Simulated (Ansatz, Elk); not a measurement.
# Bonding as seen by X-rays: SiH2Rh

Structure refinements treat a crystal as free atoms side by side. For a made-up structure of SiH2Rh (cell and positions from a PBE relaxation) the runs below show what the calculated density changes in F(hkl).

Calculated with Elk 11.2.3 (patched build); DFT, PBE, all-electron APW+lo, Dirac cores, scalar-relativistic bands, static density, no spin.

The structure was built from a prototype and need not be the compound's stable phase.

## (1) Set-up

It takes space group P2/m (No. 10, monoclinic). Conventional cell: a = 3.837 Å, b = 2.771 Å, c = 6.792 Å, α = 90.00°, β = 102.14°, γ = 90.00°. Rh has 4 H at 1.79 to 2.03 Å and 4 Si at 2.47 to 2.51 Å nearest. Si has 3 H at 1.86 to 2.42 Å and 4 Rh at 2.47 to 2.51 Å and 1 Si at 2.48 Å nearest. Nearest to H lie 4 Si at 1.86 Å. H has 4 Rh at 2.03 Å nearest. H has 2 H at 1.92 Å and 2 Rh at 2.01 Å nearest. H has 2 Rh at 1.79 Å nearest. Farther neighbours are not listed.

Structure file:

```cif
data_structure
_symmetry_space_group_name_H-M 'P 1'
_symmetry_Int_Tables_number 1
_cell_length_a 3.8368
_cell_length_b 2.7712
_cell_length_c 7.0635
_cell_angle_alpha 90.000
_cell_angle_beta 109.937
_cell_angle_gamma 90.000
_cell_volume 70.60
loop_
_atom_site_label
_atom_site_type_symbol
_atom_site_fract_x
_atom_site_fract_y
_atom_site_fract_z
_atom_site_occupancy
Rh1 Rh 0.80603 0.00000 0.19774 1
Rh2 Rh 0.19397 0.00000 0.80226 1
Si3 Si 0.37223 0.50000 0.31301 1
Si4 Si 0.62777 0.50000 0.68699 1
H5 H 0.50000 0.00000 0.50000 1
H6 H 0.50000 0.50000 0.00000 1
H7 H 0.00000 0.00000 0.50000 1
H8 H 0.00000 0.00000 0.00000 1
```

## (2) Ground state and structure factors

An all-electron density is needed, since X-rays see the cores too. Task 0 finds the density and task 195 Fourier-transforms it; tshift is off so that phases refer to the origin typed.

Input file elk.in:

```
tasks
  0
  195

xctype
  20

spinpol
  .false.

rgkmax
  7.0

gmaxvr
  14.0

lmaxo
  7

lmaxapw
  8

swidth
  0.002

tshift
  .false.

ramdisk
  .false.

hmaxvr
  5.5

maxscl
  120

epspot
  1e-06

sppath
  './'

avec
  7.13114354585 0.00000000000 -1.31020204450
  0.00000000000 5.23679373907 0.00000000000
  -2.20912782563 0.00000000000 13.16396551680

atoms
  3
  'Rh.in'
  2
  0.8060268548 0.0000000000 0.1977388066   0.000000 0.000000 0.000000
  0.1939731452 -0.0000000000 0.8022611934   0.000000 0.000000 0.000000
  'Si.in'
  2
  0.3722310211 0.5000000000 0.3130084534   0.000000 0.000000 0.000000
  0.6277689789 0.5000000000 0.6869915466   0.000000 0.000000 0.000000
  'H.in'
  4
  0.5000000000 -0.0000000000 0.5000000000   0.000000 0.000000 0.000000
  0.5000000000 0.5000000000 -0.0000000000   0.000000 0.000000 0.000000
  0.0000000000 0.0000000000 0.5000000000   0.000000 0.000000 0.000000
  -0.0000000000 -0.0000000000 0.0000000000   0.000000 0.000000 0.000000

ngridk
  6 8 4
```

Started as:

```sh
$ OMP_NUM_THREADS=4 elk
```

Numbers of over 12 decimals in the logs are rounded to 6 here.

The program printed:

```text
┌─────────────────────────┐
│ Elk code version 11.2.3 │
└─────────────────────────┘

All units are atomic (Hartree, Bohr, etc.)

┌─────────────────────────────────────────────────┐
│ Ground-state run starting from atomic densities │
└─────────────────────────────────────────────────┘

Lattice vectors :
   7.131143546       0.000000000      -1.310202044
   0.000000000       5.236793739       0.000000000
  -2.209127826       0.000000000       13.16396552

Reciprocal lattice vectors :
  0.9091216277      -0.000000000      0.1525654167
  -0.000000000       1.199815311      -0.000000000
  0.9048436156E-01  -0.000000000      0.4924866158

Unit cell volume      :    476.4420487
Brillouin zone volume :   0.5206303980

Muffin-tin inner radius fraction :   0.1000000000E-01

Nuclei treated as point charges

Species : 1 (Rh)
 parameters loaded from : Rh.in
 name : rhodium
 nuclear charge    :   -45.00000000
 electronic charge :    45.00000000
 atomic mass :    187585.2511
 muffin-tin radius :    2.169467343
 number of radial points in muffin-tin :   1193
 inner part over the whole radius :   0.9923957105E-02
 number on inner part of muffin-tin    :    845
 approximate nuclear radius :   0.8524867730E-04
 number of mesh points to nuclear radius :    428
 atomic positions (lattice), magnetic fields (Cartesian) :
  1 :  -0.19397315  0.00000000  0.19773881    0.00000000  0.00000000  0.00000000
  2 :   0.19397315  0.00000000 -0.19773881    0.00000000  0.00000000  0.00000000

Species : 2 (Si)
 parameters loaded from : Si.in
 name : silicon
 nuclear charge    :   -14.00000000
 electronic charge :    14.00000000
 atomic mass :    51196.73458
 muffin-tin radius :    2.200000000
 number of radial points in muffin-tin :    793
 inner part over the whole radius :   0.9899632250E-02
 number on inner part of muffin-tin    :    553
 approximate nuclear radius :   0.5963282101E-04
 number of mesh points to nuclear radius :    246
 atomic positions (lattice), magnetic fields (Cartesian) :
  1 :   0.37223102  0.50000000  0.31300845    0.00000000  0.00000000  0.00000000
  2 :  -0.37223102  0.50000000 -0.31300845    0.00000000  0.00000000  0.00000000

Species : 3 (H)
 parameters loaded from : H.in
 name : hydrogen
 nuclear charge    :   -1.000000000
 electronic charge :    1.000000000
 atomic mass :    1837.362221
 muffin-tin radius :    1.168174723
 number of radial points in muffin-tin :    393
 inner part over the whole radius :   0.9985854869E-02
 number on inner part of muffin-tin    :    257
 approximate nuclear radius :   0.2766748019E-04
 number of mesh points to nuclear radius :     79
 atomic positions (lattice), magnetic fields (Cartesian) :
  1 :   0.50000000  0.00000000  0.50000000    0.00000000  0.00000000  0.00000000
  2 :   0.50000000  0.50000000  0.00000000    0.00000000  0.00000000  0.00000000
  3 :   0.00000000  0.00000000  0.50000000    0.00000000  0.00000000  0.00000000
  4 :   0.00000000  0.00000000  0.00000000    0.00000000  0.00000000  0.00000000

Total number of atoms per unit cell :    8
Total muffin-tin volume :    201.4560766
 ratio of muffin-tin to unit cell volume :   0.4228343766

Spin treatment :
 spin-unpolarised

Number of Bravais lattice symmetries :    4
Number of crystal symmetries         :    4
Crystal has inversion symmetry
Real symmetric eigensolver will be used

k-point grid :      6     8     4
k-point offset :    0.000000000       0.000000000       0.000000000
k-point set is reduced with full crystal symmetry group
Total number of k-points :       70

Muffin-tin radius times maximum |G+k| :    7.000000000
 using average radius
Maximum |G+k| for APW functions       :    4.175479420
Maximum (1/2)|G+k|²                   :    8.717314194
Maximum |G| for potential and density :    14.00000000
Constant for pseudocharge density :    8
 order of it for each species :   15  15  13
 order of it for pair densities of each species (exact exchange by exxq0 0: 16) :   15  15   4
Radial integration step length :    1

[...]
core                        :    76.00000000
 valence                     :    46.00000000
 interstitial                :    10.36387169
 muffin-tins (core leakage)
  species : 1 (Rh)
   atom 1                    :    42.16563827     (  0.3556640316E-06)
   atom 2                    :    42.16563827     (  0.3556640316E-06)
  species : 2 (Si)
[...]
species : 3 (H)
   atom 1                    :   0.7009481377     (   0.000000000    )
   atom 2                    :   0.5719492230     (   0.000000000    )
[...]
total in muffin-tins        :    111.6361283
 total calculated charge     :    121.9963505
 total charge                :    122.0000000
 error                       :   0.3649493890E-02

RMS change in Kohn-Sham potential (target) :    23.93615714     (  0.1000000000E-05)
Absolute change in total energy (target)   :   0.2606474459     (  0.1000000000E-03)

[... loops 3 to 28 left out ...]

┌──────────────────┐
│ Loop number : 29 │
└──────────────────┘

Energies :
 Fermi                       :     0.352608
 sum of occupied eigenvalues :     -6025.0708858907
 electron kinetic            :      10559.330014261
 core electron kinetic       :      10245.293856248
 Coulomb                     :     -20391.062737804
 Coulomb potential           :     -16166.037651202
 nuclear-nuclear             :     -1148.1937022075
 electron-nuclear            :     -22343.091888186
 Hartree                     :      3100.2228525899
 Madelung                    :     -12308.043912203
 xc potential                :     -418.36324894964
 exchange                    :     -315.09743167441
 correlation                 :     -6.085378
 electron entropic           :    -0.75800044357564E-03
 total energy                :     -10152.916290851

Density of states at Fermi energy :    58.97925516
 (states/Hartree/unit cell)

Estimated indirect band gap :   0.1129488236E-02
 from k-point 11 to k-point 35
Estimated direct band gap   :   0.1078143441E-01
 at k-point 48

Charges :
 core                        :    76.00000000
 valence                     :    46.00000000
 interstitial                :    9.630251328
 muffin-tins (core leakage)
  species : 1 (Rh)
[...]
species : 2 (Si)
[...]
species : 3 (H)
[...]
total in muffin-tins        :    112.3697487
 total calculated charge     :    121.9966642
 total charge                :    122.0000000
 error                       :   0.3335804751E-02

RMS change in Kohn-Sham potential (target) :   0.2216004527E-06 (  0.1000000000E-05)
Absolute change in total energy (target)   :   0.2667020453E-06 (  0.1000000000E-03)

Convergence targets achieved

┌──────────────────┐
│ Loop number : 30 │
└──────────────────┘

Energies :
 Fermi                       :     0.352608
 sum of occupied eigenvalues :     -6025.0708858968
 electron kinetic            :      10559.330014280
 core electron kinetic       :      10245.293856238
 Coulomb                     :     -20391.062737834
 Coulomb potential           :     -16166.037651147
 nuclear-nuclear             :     -1148.1937022075
 electron-nuclear            :     -22343.091888302
 Hartree                     :      3100.2228526758
 Madelung                    :     -12308.043912260
 xc potential                :     -418.36324902995
 exchange                    :     -315.09743167686
 correlation                 :     -6.085378
 electron entropic           :    -0.75800044289735E-03
 total energy                :     -10152.916290865

Density of states at Fermi energy :    58.97925510
 (states/Hartree/unit cell)

Estimated indirect band gap :   0.1129488202E-02
 from k-point 11 to k-point 35
Estimated direct band gap   :   0.1078143441E-01
 at k-point 48

Charges :
 core                        :    76.00000000
 valence                     :    46.00000000
 interstitial                :    9.630251326
 muffin-tins (core leakage)
  species : 1 (Rh)
[...]
atom 2                    :    42.81812685     (  0.3302874987E-06)
  species : 2 (Si)
   atom 1                    :    12.26936655     (  0.1335577474E-02)
   atom 2                    :    12.26936655     (  0.1335577474E-02)
  species : 3 (H)
[...]
atom 2                    :   0.5237300990     (   0.000000000    )
   atom 3                    :   0.4980090245     (   0.000000000    )
   atom 4                    :   0.5731263077     (   0.000000000    )
 total in muffin-tins        :    112.3697487
 total calculated charge     :    121.9966642
 total charge                :    122.0000000
 error                       :   0.3335804755E-02

┌──────────────────────────────┐
│ Self-consistent loop stopped │
└──────────────────────────────┘

Warning : core states of species 2 leak from the muffin-tin :   0.1335577474E-02

Wrote STATE.OUT
```

Run time: 2.9 min. Hardware: 4 threads of AMD EPYC 7R13 (Zen 3), shared host; peak memory 0.22 GiB.

SFACRHO.OUT:

```text

h k l indices transformed by vhmat matrix:
   1.000000000       0.000000000       0.000000000    
   0.000000000       1.000000000       0.000000000    
   0.000000000       0.000000000       1.000000000    

      h      k      l  multipl.   |H|            Re(F)            Im(F)           |F|

      0      0      0      1   0.0000000       122.00000      0.65588157E-16   122.00000    
      0      0     -1      2  0.50072995       17.830456     -0.49733716E-14   17.830456    
      1      0     -1      2  0.88640476      -41.091954      0.36287454E-14   41.091954    
     -1      0      0      2  0.92183423       11.927925     -0.15645218E-15   11.927925    
      0      0     -2      2   1.0014599      -74.250661      0.33883441E-14   74.250661    
     -1      0      2      2   1.1059428      -64.808614     -0.83290965E-14   64.808614    
     -1      0     -1      2   1.1896656       66.483222     -0.97286986E-14   66.483222    
      0     -1      0      2   1.1998153       55.177593     -0.10727395E-13   55.177593    
      0      1      1      4   1.3001105       29.822821      0.94493554E-16   29.822821    
      1      0     -3      2   1.4703627     -0.78844957     -0.17269959E-13  0.78844957    
     -1      1      1      4   1.4917339      -69.836480      0.91198529E-14   69.836480    
      0      0     -3      2   1.5021899      -40.215048      0.40876057E-13   40.215048    
     -1      1      0      4   1.5130549       37.304689     -0.13402506E-13   37.304689    
      0     -1     -2      4   1.5628432      -40.131987      0.18179706E-13   40.131987    
     -1      0     -2      2   1.5755288       38.228136      0.76194385E-15   38.228136    
      1     -1     -2      4   1.6317678      -55.093521      0.11674693E-13   55.093521    
     -1     -1     -1      4   1.6896334       73.307526     -0.30032340E-14   73.307526    
      2      0     -1      2   1.7378875      -71.409766     -0.55315654E-14   71.409766
```

Elk indexes on the primitive cell of elk.in and gives |H| = 4π sin θ/λ in inverse bohr. Below, one row stands for each form hkl of the conventional cell (m members, Friedel mates merged), F is for one primitive cell and the density is static (no thermal factor). Free-atom factors are Waasmaier and Kirfel's, and R is Σm||F|−|F'||/Σm|F|.

```csv
hkl,m,sin θ/λ (Å⁻¹),"abs F, DFT",neutral atoms,diff.
001,2,0.075,17.831,17.884,-0.053
100,2,0.133,41.092,41.294,-0.202
1 0 -1,2,0.139,11.928,11.995,-0.068
002,2,0.151,74.251,74.298,-0.048
101,2,0.166,64.809,64.903,-0.094
1 0 -2,2,0.179,66.483,66.623,-0.140
010,2,0.180,55.178,55.407,-0.230
011,4,0.196,29.823,29.983,-0.160
102,2,0.221,0.788,0.840,-0.051
110,4,0.224,69.837,70.335,-0.498
003,2,0.226,40.215,40.557,-0.342
1 1 -1,4,0.228,37.305,37.384,-0.080
012,4,0.235,40.132,40.466,-0.334
1 0 -3,2,0.237,38.228,38.491,-0.263
```

## (3) The highest occupied states alone

An energy window below the Fermi level keeps the highest occupied states, to see at which angles they scatter; shallow core shells can lie inside it and anion s states outside. No new self-consistency is needed.

Edit elk.in of step 2 so:

```diff
@@ -1,3 +1,2 @@
 tasks
-  0
   195
@@ -40,2 +39,5 @@
 
+wsfac
+  -0.088380 0.652610
+
 sppath
```

Started as:

```sh
$ OMP_NUM_THREADS=4 elk
```

The program printed:

```text
┌─────────────────────────────────┐
│ Elk code version 11.2.3 started │
└─────────────────────────────────┘

Info(readinput): the functional depends on the density's gradient
 muffin-tin radial points multiplied by    2.00000
 (not where nrmtscf is given)

┌────────────────────┐
│ Current task : 195 │
└────────────────────┘
Info(checkmt): changed muffin-tin radius of species 1 (Rh) from   2.6000 to   2.1695
Info(checkmt): changed muffin-tin radius of species 3 (H) from   1.4000 to   1.1682

Info(sfacrho): density structure factors written to SFACRHO.OUT

 Energy window :  -0.8838000000E-01  0.6526100000

┌──────────────────┐
│ Elk code stopped │
└──────────────────┘
```

Elapsed: 7.5 s, on 4 threads; peak memory 0.16 GiB.

States within 12 eV below the Fermi level hold 29.33 electrons; any levels below the window count with the cores, and a count that is not whole means the window cuts a band. Their amplitudes can exceed the total, where window and core parts have opposite phase:

```
   hkl  sin θ/λ (Å⁻¹)  abs F, window  abs F, all
   001          0.075          2.978      17.831
   100          0.133          5.948      41.092
1 0 -1          0.139          1.939      11.928
   002          0.151          7.258      74.251
   101          0.166          7.505      64.809
1 0 -2          0.179          7.472      66.483
   010          0.180          7.559      55.178
   011          0.196          1.690      29.823
   102          0.221          0.847       0.788
   110          0.224          3.735      69.837
```

## (4) Another functional

The difference from free atoms is small, so it is set against the change that LDA (Perdew-Wang) makes.

Edit elk.in of step 3 so:

```diff
@@ -1,2 +1,3 @@
 tasks
+  0
   195
@@ -4,3 +5,3 @@
 xctype
-  20
+  3
 
@@ -39,5 +40,2 @@
 
-wsfac
-  -0.088380 0.652610
-
 sppath
```

Started as:

```sh
$ OMP_NUM_THREADS=4 elk
```

The program printed:

```text
┌─────────────────────────┐
│ Elk code version 11.2.3 │
└─────────────────────────┘

All units are atomic (Hartree, Bohr, etc.)

┌─────────────────────────────────────────────────┐
│ Ground-state run starting from atomic densities │
└─────────────────────────────────────────────────┘

Lattice vectors :
   7.131143546       0.000000000      -1.310202044
   0.000000000       5.236793739       0.000000000
  -2.209127826       0.000000000       13.16396552

Reciprocal lattice vectors :
  0.9091216277      -0.000000000      0.1525654167
[...]
atom 2                    :    12.28400081     (  0.1362811829E-02)
  species : 3 (H)
[...]
atom 3                    :   0.4811996860     (   0.000000000    )
   atom 4                    :   0.5565775044     (   0.000000000    )
 total in muffin-tins        :    112.3471206
 total calculated charge     :    121.9966338
 total charge                :    122.0000000
 error                       :   0.3366182015E-02

┌──────────────────────────────┐
│ Self-consistent loop stopped │
└──────────────────────────────┘

Warning : core states of species 2 leak from the muffin-tin :   0.1362811829E-02

Wrote STATE.OUT
[key lines of the parts left out:]
total energy                :     -10141.792740358
```

It took 84 s on 4 threads; peak memory 0.2 GiB; 5.4 min of CPU time.

Against the first run R = 0.06 %; the largest change is -0.065 at 004.

## (5) Basis size

The basis and the expansions that go with it are enlarged, to see whether the differences are converged.

Edit elk.in of step 4 so:

```diff
@@ -5,3 +5,3 @@
 xctype
-  3
+  20
 
@@ -11,12 +11,12 @@
 rgkmax
-  7.0
+  8.5
 
 gmaxvr
-  14.0
+  18.0
 
 lmaxo
-  7
+  9
 
 lmaxapw
-  8
+  10
```

Started as:

```sh
$ OMP_NUM_THREADS=4 elk
```

The program printed:

```text
┌─────────────────────────┐
│ Elk code version 11.2.3 │
└─────────────────────────┘

All units are atomic (Hartree, Bohr, etc.)

┌─────────────────────────────────────────────────┐
│ Ground-state run starting from atomic densities │
└─────────────────────────────────────────────────┘

Lattice vectors :
   7.131143546       0.000000000      -1.310202044
   0.000000000       5.236793739       0.000000000
  -2.209127826       0.000000000       13.16396552

Reciprocal lattice vectors :
  0.9091216277      -0.000000000      0.1525654167
[...]
atom 2                    :    12.26924845     (  0.1335467220E-02)
  species : 3 (H)
[...]
atom 3                    :   0.4984044038     (   0.000000000    )
   atom 4                    :   0.5735247048     (   0.000000000    )
 total in muffin-tins        :    112.3743502
 total calculated charge     :    121.9974432
 total charge                :    122.0000000
 error                       :   0.2556767276E-02

┌──────────────────────────────┐
│ Self-consistent loop stopped │
└──────────────────────────────┘

Warning : core states of species 2 leak from the muffin-tin :   0.1335467220E-02

Wrote STATE.OUT
[key lines of the parts left out:]
total energy                :     -10152.917573303
```

Elapsed: 7 min, on 4 threads; peak memory 0.5 GiB.

Against the first run R = 0.00 %; the largest change is -0.004 at 322.

## (6) Settings against the effect

```csv
run,R against the first run (%),"R against neutral atoms, low angle (%)",wall time
"PBE, rgkmax 7",0.00,0.56,2.9 min
LDA (Perdew-Wang),0.06,0.57,84 s
rgkmax 8.5 with larger expansions,0.00,0.56,7 min
```

## (7) What came out

- R against neutral atoms, sin θ/λ < 0.3 Å⁻¹: 0.56 %
- R against neutral atoms, 0.3 to 0.58 Å⁻¹: 0.32 %

**Reading.** Independent neutral atoms miss the calculated amplitudes by R = 0.56 % below 0.3 Å⁻¹ and 0.32 % from there to 0.58 Å⁻¹; by shells, 0.46 % below 0.15 Å⁻¹ (3 forms), 0.57 % 0.15 to 0.3 (21 forms), 0.35 % 0.3 to 0.45 (48 forms), 0.30 % above 0.45 (77 forms). Bonding, aspherical density and the tables' own atoms all enter these figures, and the runs don't part them. The largest change of an amplitude is -0.62 electrons, at 2 0 -2. The window's part falls from 29.3 electrons at the origin to at most 0.43 between 0.45 and 0.58 Å⁻¹. Below 0.3 Å⁻¹ the changes that finished (LDA (Perdew-Wang) and rgkmax 8.5 with larger expansions) move F by R = 0.06 % at most, against the 0.56 % that separates it from free atoms. The k-mesh has no finished test. These runs have no spin, though d or f shells may be open. Part of the difference isn't bonding: the tables are fits to free atoms and ions calculated by other methods than this functional. Thermal motion, anomalous dispersion and extinction are left out.

[Logs are printed without paths, hosts, clocks, repeated set-up lines and the standing remarks that a program may print on its own settings, such as how far it seeks lower states.]

[Hosts, paths, dates, database ids (printed as entryN), source tags and the programs' standing remarks are cut or masked in the printed files.]
